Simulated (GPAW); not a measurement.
# Quasiparticle gap of LiCNO (R3m) in GPAW

How does a plane-wave GW calculation on LiCNO (R3m) run from the first input to the gap?

Method: LDA and many-body steps on it, plane waves, in GPAW 26.7.0.

## (1) The starting structure

The structure is trigonal, space group R3m (No. 160). Conventional cell: a = 3.288 Å, b = 3.288 Å, c = 14.286 Å, α = 90.00°, β = 90.00°, γ = 120.00°. Nearest to Li lie 3 N at 2.18 Å and 3 O at 2.28 Å. Nearest to C lie 1 N at 1.19 Å and 1 O at 1.23 Å. Nearest to N lie 1 C at 1.19 Å and 3 Li at 2.18 Å. O has 1 C at 1.23 Å and 3 Li at 2.28 Å nearest. Farther neighbours and most contacts between anions are not listed.

Structure file:

```cif
data_structure
_symmetry_space_group_name_H-M 'P 1'
_symmetry_Int_Tables_number 1
_cell_length_a 5.1265
_cell_length_b 5.1265
_cell_length_c 5.1265
_cell_angle_alpha 37.409
_cell_angle_beta 37.409
_cell_angle_gamma 37.409
_cell_volume 44.58
loop_
_atom_site_label
_atom_site_type_symbol
_atom_site_fract_x
_atom_site_fract_y
_atom_site_fract_z
_atom_site_occupancy
Li1 Li 0.00526 0.00526 0.00526 1
C2 C 0.49746 0.49746 0.49746 1
N3 N 0.41396 0.41396 0.41396 1
O4 O 0.58333 0.58333 0.58333 1
```

The cell and positions are those that the Materials Project relaxed with its own functionals (PBE, PBE+U or r2SCAN), kept fixed.

## (2) Ground state

This step: GPAW 26.7.0; DFT, LDA, plane waves, PAW.

The ground-state density comes first.

Contents of run.py:

```python
import json
import numpy as np
from gpaw.mpi import world
from ase import Atoms
from gpaw import GPAW, PW, FermiDirac

atoms = Atoms(['Li', 'C', 'N', 'O'],
    cell=[[1.6439881806, 0.9491570186, 4.7620539288],
      [-1.6439881806, 0.9491570186, 4.7620539288],
      [0.0000000000, -1.8983140372, 4.7620539288]],
    scaled_positions=[[0.0052590000, 0.0052590000, 0.0052590000],
      [0.4974620000, 0.4974620000, 0.4974620000],
      [0.4139600000, 0.4139600000, 0.4139600000],
      [0.5833333333, 0.5833333333, 0.5833333333]],
    pbc=(True, True, True))
calc = GPAW(mode=PW(600),
    xc='LDA',
    kpts={'size': (8, 8, 8), 'gamma': True},
    occupations=FermiDirac(0.001),
    nbands=-8,
    convergence={'density': 1e-6, 'bands': -3},
    maxiter=100,
    txt='gs.txt')
atoms.calc = calc
res = {'energy': atoms.get_potential_energy()}
kpts = calc.get_ibz_k_points()
res['kpts'] = kpts
res['eigenvalues'] = [calc.get_eigenvalues(kpt=k) for k in range(len(kpts))]
res['n_electrons'] = calc.get_number_of_electrons()
calc.write('gs.gpw')

if world.rank == 0:
    with open('result.json', 'w') as f:
        json.dump(res, f, default=lambda x: x.tolist())
```

On the command line:

```
$ mpirun -n 4 gpaw python run.py
```

The log of the run:

```text
__  _  _
 | _ |_)|_||  |
 |__||  | ||/\| - 26.7.0

Input parameters:
  mode=PW(ecut=600.0),
  convergence={'density': 1e-06, 'bands': -3},
  kpts=MonkhorstPack(size=(8, 8, 8), gamma=True),
  maxiter=100,
  nbands=-8,
  occupations=Occupations(name='fermi-dirac', width=0.001, fixmagmom=False),
  xc=XC(name='LDA')
  [... matrices ...]
Diagonalizing LCAO Hamiltonian
Converting LCAO to pw mode

       O

       C
       N

       Li

Atoms  # Å, Bohr magnetons
|   | symbol |         x |         y |        z |    initial magnetic moments |
| 0 |     Li |  0.000000 | -0.000000 | 0.075131 | ( 0.0000,  0.0000,  0.0000) |
| 1 |      C | -0.000000 |  0.000000 | 7.106823 | ( 0.0000,  0.0000,  0.0000) |
| 2 |      N | -0.000000 | -0.000000 | 5.913900 | ( 0.0000,  0.0000,  0.0000) |
| 3 |      O |  0.000000 | -0.000000 | 8.333594 | ( 0.0000,  0.0000,  0.0000) |

Unit cell  # Å
| periodic |         x |         y |        z |  lengths |    angles |
|      yes |  1.643988 |  0.949157 | 4.762054 | 5.126476 | 37.408813 |
|      yes | -1.643988 |  0.949157 | 4.762054 | 5.126476 | 37.408813 |
|      yes |  0.000000 | -1.898314 | 4.762054 | 5.126476 | 37.408813 |

Number of symmetries: 6
Symmetry operations  # r_c * U_cc + t_c -> r_c
|   | kind |            matrix            |
| 0 |  E   |  1, 0, 0,  0, 1, 0,  0, 0, 1 |
| 1 |  σ   |  1, 0, 0,  0, 0, 1,  0, 1, 0 |
| 2 |  σ   |  0, 1, 0,  1, 0, 0,  0, 0, 1 |
| 3 |  C3  |  0, 1, 0,  0, 0, 1,  1, 0, 0 |
| 4 |  C3  |  0, 0, 1,  1, 0, 0,  0, 1, 0 |
| 5 |  σ   |  0, 0, 1,  0, 1, 0,  1, 0, 0 |

BZ-sampling:
  Number of BZ points: 512
  Number of IBZ points: 65

  Monkhorst-Pack size: [8, 8, 8]
  Monkhorst-Pack shift: [0.0625, 0.0625, 0.0625]

K-points  # in reciprocal-cell coordinates
|     |                                coordinates |     weight |
|   0 | (  0.00000000,   0.00000000,   0.00000000) | 0.00195312 |
|   1 | (  0.12500000,   0.00000000,  -0.12500000) | 0.01171875 |
|   2 | (  0.12500000,   0.00000000,   0.00000000) | 0.01171875 |
|   3 | (  0.12500000,   0.12500000,  -0.12500000) | 0.01171875 |
|   4 | (  0.12500000,   0.12500000,   0.00000000) | 0.01171875 |
|   5 | (  0.12500000,   0.12500000,   0.12500000) | 0.00390625 |
|   6 | (  0.25000000,  -0.12500000,  -0.12500000) | 0.01171875 |
|   7 | (  0.25000000,   0.00000000,  -0.25000000) | 0.01171875 |
|   8 | (  0.25000000,   0.00000000,  -0.12500000) | 0.02343750 |
|   9 | (  0.25000000,   0.00000000,   0.00000000) | 0.01171875 |
| ... |                                            |            |
|  64 | (  0.50000000,   0.50000000,   0.50000000) | 0.00195312 |

Plane wave coefficients: 1526
Cutoff: 600.0 eV

Spin-components: 1 (collinear spins)
Bands:           16
Projectors:      18
Spin-degeneracy: 2
Datatype:        complex128

  Storage: CPU
  Wave functions: 25_276_160 bytes (6_319_040 per core)
  Projectors: 48_972_560 bytes (12_243_140 per core)
  [... matrices ...]
Parallelization:
  kpt:    4
  domain: 1
  band:   1

Density:
  Valence electrons: 16.0
  Components: 1
  Grid points: [30 30 30]
  Charge: 0.0  # |e|

Potential:
  Grid points: [30 30 30]

species:
  Li:
    name:    Lithium
    Z:       3.0
    valence: 1
    core:    2
    charge:  0.0  # [|e|]
    compensation charges:
      type: gauss
      rc: 0.33  # [Å]
      lmax: 2
    cutoffs:
      filter: 1.91  # [Å]
      core: 2.55  # [Å]
    projectors
    | kind |    occ | energy [eV] | rcut [Å] |
    |   2s |  1.000 |      -2.874 |    1.058 |
    |   2p |  0.000 |      -1.126 |    1.058 |
    |    s |        |      24.338 |    1.058 |

    Using partial waves for Li as LCAO basis

  C:
    name:    Carbon
    Z:       6.0
    valence: 4
    core:    2
    charge:  0.0  # [|e|]
    compensation charges:
      type: gauss
      rc: 0.20  # [Å]
      lmax: 2
    cutoffs:
      filter: 1.14  # [Å]
      core: 1.14  # [Å]
    projectors
    | kind |    occ | energy [eV] | rcut [Å] |
    |   2s |  2.000 |     -13.639 |    0.635 |
    |   2p |  2.000 |      -5.414 |    0.635 |
    |    s |        |      13.573 |    0.635 |
    |    p |        |      21.797 |    0.635 |
    |    d |        |       0.000 |    0.635 |

    Using partial waves for C as LCAO basis

  N:
    name:    Nitrogen
    Z:       7.0
    valence: 5
    core:    2
    charge:  0.0  # [|e|]
    compensation charges:
      type: gauss
      rc: 0.18  # [Å]
      lmax: 2
    cutoffs:
      filter: 1.11  # [Å]
      core: 0.96  # [Å]
    projectors
    | kind |    occ | energy [eV] | rcut [Å] |
    |   2s |  2.000 |     -18.420 |    0.603 |
    |   2p |  3.000 |      -7.237 |    0.529 |
    |    s |        |       8.791 |    0.603 |
    |    p |        |      19.974 |    0.529 |
    |    d |        |       0.000 |    0.577 |

    Using partial waves for N as LCAO basis

  O:
    name:    Oxygen
    Z:       8.0
    valence: 6
    core:    2
    charge:  0.0  # [|e|]
    compensation charges:
      type: gauss
      rc: 0.21  # [Å]
      lmax: 2
    cutoffs:
      filter: 1.17  # [Å]
      core: 0.83  # [Å]
    projectors
    | kind |    occ | energy [eV] | rcut [Å] |
    |   2s |  2.000 |     -23.752 |    0.688 |
    |   2p |  4.000 |      -9.195 |    0.598 |
    |    s |        |       3.459 |    0.688 |
    |    p |        |      18.016 |    0.598 |
    |    d |        |       0.000 |    0.619 |

    Using partial waves for O as LCAO basis

Reference energy: -4717.193845  # eV

eigensolver:
  PPCG
  Converge bands: -3
  niter=2

density mixing:
  MSR1-Mixer
  Pratt-step length: 0.05
  Maximum mixing coefficient: 0.75
  Old densities: 10
  SVD Regularization: 0.005
  Good broyden scale: 1.0
  Trust region scale: 1.0
  Backstep threshold: 4.0
  History deletion threshold: 6.0
  Fourier metric: weight=20.0, sigma=0.015

occupation numbers:
  Fermi-Dirac:
    width: 0.0010  # eV

poisson solver:
  ecut: 4800.0  # eV

xc functional:
  name: None

Initialization done in: 1.842 s

convergence criteria:
- Maximum integral of absolute [dens]ity change: 1e-06 electrons / valence electron
- Maximum [total energy] change in last 3 cyles: 0.0005 eV / valence electron
- Maximum integral of absolute [eigenst]ate change: 4e-08 eV^2 / valence electron
maximum number of iterations: 100

SCF iterations
|iter     |     time |      energy | eigst |  dens |
|iter:   1|  |  -33.230390 | +0.81 |       |
|iter:   2|  |  -32.621979 | -0.77 | -0.75 |
|iter:   3|  |  -30.872641 | -0.60 | -0.81 |
|iter:   4|  |  -30.819387 | -1.84 | -1.39 |
|iter:   5|  |  -30.809312 | -2.25 | -1.73 |
|iter:   6|  |  -30.807146 | -3.22 | -2.14 |
|iter:   7|  |  -30.807144c| -4.49 | -2.60 |
|iter:   8|  |  -30.807172c| -5.19 | -3.02 |
|iter:   9|  |  -30.807172c| -6.70 | -3.94 |
|iter:  10|  |  -30.807172c| -7.40c| -4.43 |
|iter:  11|  |  -30.807172c| -8.08c| -5.26 |
|iter:  12|  |  -30.807172c| -8.82c| -6.24c|

Converged in 12 steps
SCF loop duration: 14.355 s (1.196 s/step)
Energy contributions relative to reference atoms: (reference = -4717.193845)
  [... matrices ...]
Energy contributions:
  Kinetic:          26.787264
  Coulomb:         -29.113880
  Zero:              0.150491
  External:          0.000000
  Xc:              -28.631048
  Entropy:          -0.000000
  Spinorbit:         0.000000
  ----------------------------
  Free energy:     -30.807172
  Extrapolated:    -30.807172

dipole moment: (-0.000000, -0.000000, -8.206716)  # |e|*Ang

Fermi level: 2.052
Eigenvalues  # (at kpt = [0.000, 0.000, 0.000])
| band index |      eig [eV] | occ [0-2] |
|          0 |       -20.255 |     2.000 |
|          1 |       -15.601 |     2.000 |
|          2 |        -6.772 |     2.000 |
|          3 |        -3.389 |     2.000 |
|          4 |        -3.389 |     2.000 |
|          5 |        -2.816 |     2.000 |
|          6 |         0.316 |     2.000 |
|          7 |         0.316 |     2.000 |
|          8 |         4.954 |     0.000 |
|          9 |         8.280 |     0.000 |
|         10 |         8.280 |     0.000 |
|         11 |         9.536 |     0.000 |
|         12 |        13.385 |     0.000 |
|         13 |        14.658 |     0.000 |
|         14 |        15.256 |     0.000 |
|         15 |        15.256 |     0.000 |

Gap: 4.486 eV
Transition (v -> c):
  (s=0, k=64, n=7, [0.50, 0.50, 0.50]) -> (s=0, k=0, n=8, [0.00, 0.00, 0.00])
Direct/indirect transitions are different
Direct gap: 4.637 eV
Transition at: (s=0, k=0, n=7, [0.00, 0.00, 0.00])
# Writing to gs.gpw (mode='')
  [... matrices ...]
```

The job ended after 18 s (4 MPI ranks of Arm Neoverse V1, shared host; peak memory 0.88 GiB).

Numbers from this step:

```yaml
total_energy: -30.81 eV
gap: 4.486 eV
k_of_the_valence_top: 0.5, 0.5, 0.5
k_of_the_conduction_bottom: 0, 0, 0
least_direct_gap: 4.637 eV
```

The gap is indirect, with the least direct gap 0.15 eV higher.

## (3) Bands along the symmetry lines

Levels along a band path, at the cheap level, show where the edges lie and whether the meshes to come will hold them.

Contents of run.py:

```python
import json
import numpy as np
from gpaw.mpi import world
from gpaw import GPAW

path = [[0.000000, 0.000000, 0.000000],
    [0.062500, 0.062500, 0.062500],
    [0.125000, 0.125000, 0.125000],
    [0.187500, 0.187500, 0.187500],
    [0.250000, 0.250000, 0.250000],
    [0.312500, 0.312500, 0.312500],
    [0.375000, 0.375000, 0.375000],
    [0.437500, 0.437500, 0.437500],
    [0.500000, 0.500000, 0.500000],
    [0.538356, 0.461644, 0.500000],
    [0.576712, 0.423288, 0.500000],
    [0.615068, 0.384932, 0.500000],
    [0.653424, 0.346576, 0.500000],
    [0.691780, 0.308220, 0.500000],
    [0.730136, 0.269864, 0.500000],
    [0.768492, 0.231508, 0.500000],
    [0.806849, 0.193151, 0.500000],
    [0.500000, -0.193151, 0.193151],
    [0.500000, -0.169008, 0.169008],
    [0.500000, -0.144864, 0.144864],
    [0.500000, -0.120720, 0.120720],
    [0.500000, -0.096576, 0.096576],
    [0.500000, -0.072432, 0.072432],
    [0.500000, -0.048288, 0.048288],
    [0.500000, -0.024144, 0.024144],
    [0.500000, 0.000000, 0.000000],
    [0.437500, 0.000000, 0.000000],
    [0.375000, 0.000000, 0.000000],
    [0.312500, 0.000000, 0.000000],
    [0.250000, 0.000000, 0.000000],
    [0.187500, 0.000000, 0.000000],
    [0.125000, 0.000000, 0.000000],
    [0.062500, 0.000000, 0.000000],
    [0.000000, 0.000000, 0.000000],
    [0.043322, -0.043322, 0.000000],
    [0.086644, -0.086644, 0.000000],
    [0.129966, -0.129966, 0.000000],
    [0.173288, -0.173288, 0.000000],
    [0.216610, -0.216610, 0.000000],
    [0.259932, -0.259932, 0.000000],
    [0.303254, -0.303254, 0.000000],
    [0.346576, -0.346576, 0.000000],
    [0.653424, 0.000000, 0.346576],
    [0.634246, 0.000000, 0.365754],
    [0.615068, 0.000000, 0.384932],
    [0.595890, 0.000000, 0.404110],
    [0.576712, 0.000000, 0.423288],
    [0.557534, 0.000000, 0.442466],
    [0.538356, 0.000000, 0.461644],
    [0.519178, 0.000000, 0.480822],
    [0.500000, 0.000000, 0.500000],
    [0.437500, 0.000000, 0.437500],
    [0.375000, 0.000000, 0.375000],
    [0.312500, 0.000000, 0.312500],
    [0.250000, 0.000000, 0.250000],
    [0.187500, 0.000000, 0.187500],
    [0.125000, 0.000000, 0.125000],
    [0.062500, 0.000000, 0.062500],
    [0.000000, 0.000000, 0.000000]]
calc = GPAW('gs.gpw').fixed_density(kpts=path,
    symmetry='off',
    nbands=18,
    convergence={'bands': 14},
    txt='bands.txt')
res = {}
kpts = calc.get_ibz_k_points()
res['kpts'] = kpts
res['eigenvalues'] = [calc.get_eigenvalues(kpt=k) for k in range(len(kpts))]
res['n_electrons'] = calc.get_number_of_electrons()

if world.rank == 0:
    with open('result.json', 'w') as f:
        json.dump(res, f, default=lambda x: x.tolist())
```

On the command line:

```
$ mpirun -n 4 gpaw python run.py
```

The log of the run:

```text
Diagonalizing LCAO Hamiltonian
Converting LCAO to pw mode
convergence criteria:
- Maximum integral of absolute [eigenst]ate change: 4e-08 eV^2 / valence electron
maximum number of iterations: 100

SCF iterations
|iter     |     time |      energy | eigst |  dens |
|iter:   1|  |             | +1.01 |       |
|iter:   2|  |             | -0.22 |       |
|iter:   3|  |             | -1.73 |       |
|iter:   4|  |             | -3.30 |       |
|iter:   5|  |             | -4.76 |       |
|iter:   6|  |             | -6.08 |       |
|iter:   7|  |             | -7.32 |       |
|iter:   8|  |             | -8.06c|       |
SCF steps: 8
  __  _  _
 | _ |_)|_||  |
 |__||  | ||/\| - 26.7.0

Input parameters:
  mode=PW(ecut=600.0),
  convergence={'bands': 14},
  gpts=array([30, 30, 30]),
  kpts=KPoints(kpts=array([[ 0.      ,  0.      ,  0.      ],
         [ 0.0625  ,  0.0625  ,  0.0625  ],
         [ 0.125   ,  0.125   ,  0.125   ],
         [ 0.1875  ,  0.1875  ,  0.1875  ],
[...]
[ 0.538356,  0.461644,  0.5     ],
         [ 0.576712,  0.423288,  0.5     ],
         [ 0.615068,  0.384932,  0.5     ],
[...]
[ 0.5     , -0.193151,  0.193151],
         [ 0.5     , -0.169008,  0.169008],
         [ 0.5     , -0.144864,  0.144864],
[...]
[ 0.5     , -0.096576,  0.096576],
         [ 0.5     , -0.072432,  0.072432],
         [ 0.5     , -0.048288,  0.048288],
         [ 0.5     , -0.024144,  0.024144],
[...]
[ 0.303254, -0.303254,  0.      ],
         [ 0.346576, -0.346576,  0.      ],
         [ 0.653424,  0.      ,  0.346576],
         [ 0.634246,  0.      ,  0.365754],
         [ 0.615068,  0.      ,  0.384932],
[...]
[ 0.576712,  0.      ,  0.423288],
         [ 0.557534,  0.      ,  0.442466],
         [ 0.538356,  0.      ,  0.461644],
         [ 0.519178,  0.      ,  0.480822],
[...]
[ 0.125   ,  0.      ,  0.125   ],
         [ 0.0625  ,  0.      ,  0.0625  ],
         [ 0.      ,  0.      ,  0.      ]])),
  maxiter=100,
  nbands=18,
  occupations=Occupations(name='fermi-dirac', width=0.001, fixmagmom=False),
  parallel={},
  symmetry=Symmetry(point_group=False, time_reversal=False),
  xc=XC(name='LDA')
```

Wall time 12 s (4 MPI ranks); peak memory 0.92 GiB.

This step gave:

- gap: 4.486 eV
- k of the valence top: 0.5, 0.5, 0.5
- k of the conduction bottom: 0, 0, 0
- least direct gap: 4.637 eV

The gap is 4.486 eV, as in the run before at this level.

Electronic bands along the path, in eV, zero at the top of the highest filled band; v1 is the highest filled band, c1 the lowest empty one:

```csv
point,v4,v3,v2,v1,c1,c2,c3,c4
Γ,-3.86,-3.28,-0.15,-0.15,4.49,7.81,7.81,9.07
halfway,-3.88,-3.62,-0.07,-0.07,4.64,7.72,7.72,9.30
T,-3.91,-3.91,0.00,0.00,4.77,7.64,7.64,9.79
halfway,-4.23,-3.81,-0.84,-0.28,6.07,7.15,7.36,10.71
H2,-5.06,-3.47,-1.41,-1.06,5.99,6.32,10.57,10.69
jump to H0,-5.06,-3.47,-1.41,-1.06,5.99,6.32,10.57,10.69
halfway,-4.62,-3.29,-1.52,-1.06,5.70,7.09,8.65,11.06
L,-4.17,-3.27,-1.68,-0.74,5.55,7.62,7.71,11.16
halfway,-4.02,-3.24,-1.04,-0.45,6.03,6.81,7.76,10.59
Γ,-3.86,-3.28,-0.15,-0.15,4.49,7.81,7.81,9.07
halfway,-4.24,-3.20,-1.30,-0.57,6.45,6.92,7.42,11.01
S0,-5.11,-3.42,-1.46,-1.07,5.94,6.40,10.33,10.68
jump to S2,-5.11,-3.42,-1.46,-1.07,5.94,6.40,10.33,10.68
halfway,-4.62,-3.52,-1.73,-0.50,5.96,6.44,9.35,10.85
F,-4.34,-3.56,-1.83,-0.21,5.87,6.69,8.55,10.89
halfway,-4.11,-3.36,-1.18,-0.19,6.32,6.97,7.24,10.44
Γ,-3.86,-3.28,-0.15,-0.15,4.49,7.81,7.81,9.07
```

## (4) Empty states on the mesh, 4×4×4 mesh, 214 bands

The sums over transitions need many empty states on a uniform mesh; this step solves for them.

Contents of run.py:

```python
import json
import numpy as np
from gpaw.mpi import world
from gpaw import GPAW

calc = GPAW('gs.gpw').fixed_density(kpts={'size': (4, 4, 4), 'gamma': True},
    parallel={'domain': 1, 'band': 1},
    txt='nscf.txt')
calc.diagonalize_full_hamiltonian(nbands=214)
calc.write('full.gpw', mode='all')
res = {}
kpts = calc.get_ibz_k_points()
res['kpts'] = kpts
res['eigenvalues'] = [calc.get_eigenvalues(kpt=k) for k in range(len(kpts))]
res['n_electrons'] = calc.get_number_of_electrons()

if world.rank == 0:
    with open('result.json', 'w') as f:
        json.dump(res, f, default=lambda x: x.tolist())
```

On the command line:

```
$ mpirun -n 4 gpaw python run.py
```

The log of the run:

```text
Diagonalizing LCAO Hamiltonian
Converting LCAO to pw mode
convergence criteria:
- Maximum integral of absolute [eigenst]ate change: 4e-08 eV^2 / valence electron
maximum number of iterations: 100

SCF iterations
|iter     |     time |      energy | eigst |  dens |
|iter:   1|  |             | +0.88 |       |
|iter:   2|  |             | -0.60 |       |
|iter:   3|  |             | -1.25 |       |
[...]
|iter:   7|  |             | -5.68 |       |
|iter:   8|  |             | -6.63 |       |
|iter:   9|  |             | -7.65c|       |
SCF steps: 9
  __  _  _
 | _ |_)|_||  |
 |__||  | ||/\| - 26.7.0

Input parameters:
  mode=PW(ecut=600.0),
  convergence={'density': 1e-06, 'bands': -3},
  gpts=array([30, 30, 30]),
  kpts=MonkhorstPack(size=(4, 4, 4), gamma=True),
  maxiter=100,
  nbands=16,
  occupations=Occupations(name='fermi-dirac', width=0.001, fixmagmom=False),
  parallel={'domain': 1, 'band': 1},
  xc=XC(name='LDA')
Matrix size: 1519x1519
# Writing to full.gpw (mode='all')
  [... matrices ...]

timing:  # [seconds]
  Total: 17.842  # ━━━━━━━━━━━━━━━━━━━━━━━━━━━━━━━━━━━━━━━━━━━━━━━━━━━━━━━━━━
```

Elapsed: 23 s, on 4 MPI ranks; peak memory 1.6 GiB.

This step gave:

```yaml
gap: 4.486 eV
k_of_the_valence_top: 0.5, 0.5, 0.5
k_of_the_conduction_bottom: 0, 0, 0
least_direct_gap: 4.637 eV
k_points_computed: 13
lowest_point_of_the_top_converged_band_above_the_valence_top: 151.2674 eV
```

On this mesh the gap is 4.486 eV.

(Continued in part 2 of 2.)

[Paths, hosts, dates, memory and timing lines, banners, echoed tables and standing remarks are left out of the program output.]

[Logs are printed without paths, hosts, clocks, repeated set-up lines and the standing remarks that a program may print on its own settings, such as how far it seeks lower states.]

[Runs of the session that timed out or met a known fault of the program may be left out.]

[Hosts, paths, dates, database ids (printed as entryN), source tags and the programs' standing remarks are cut or masked in the printed files.]
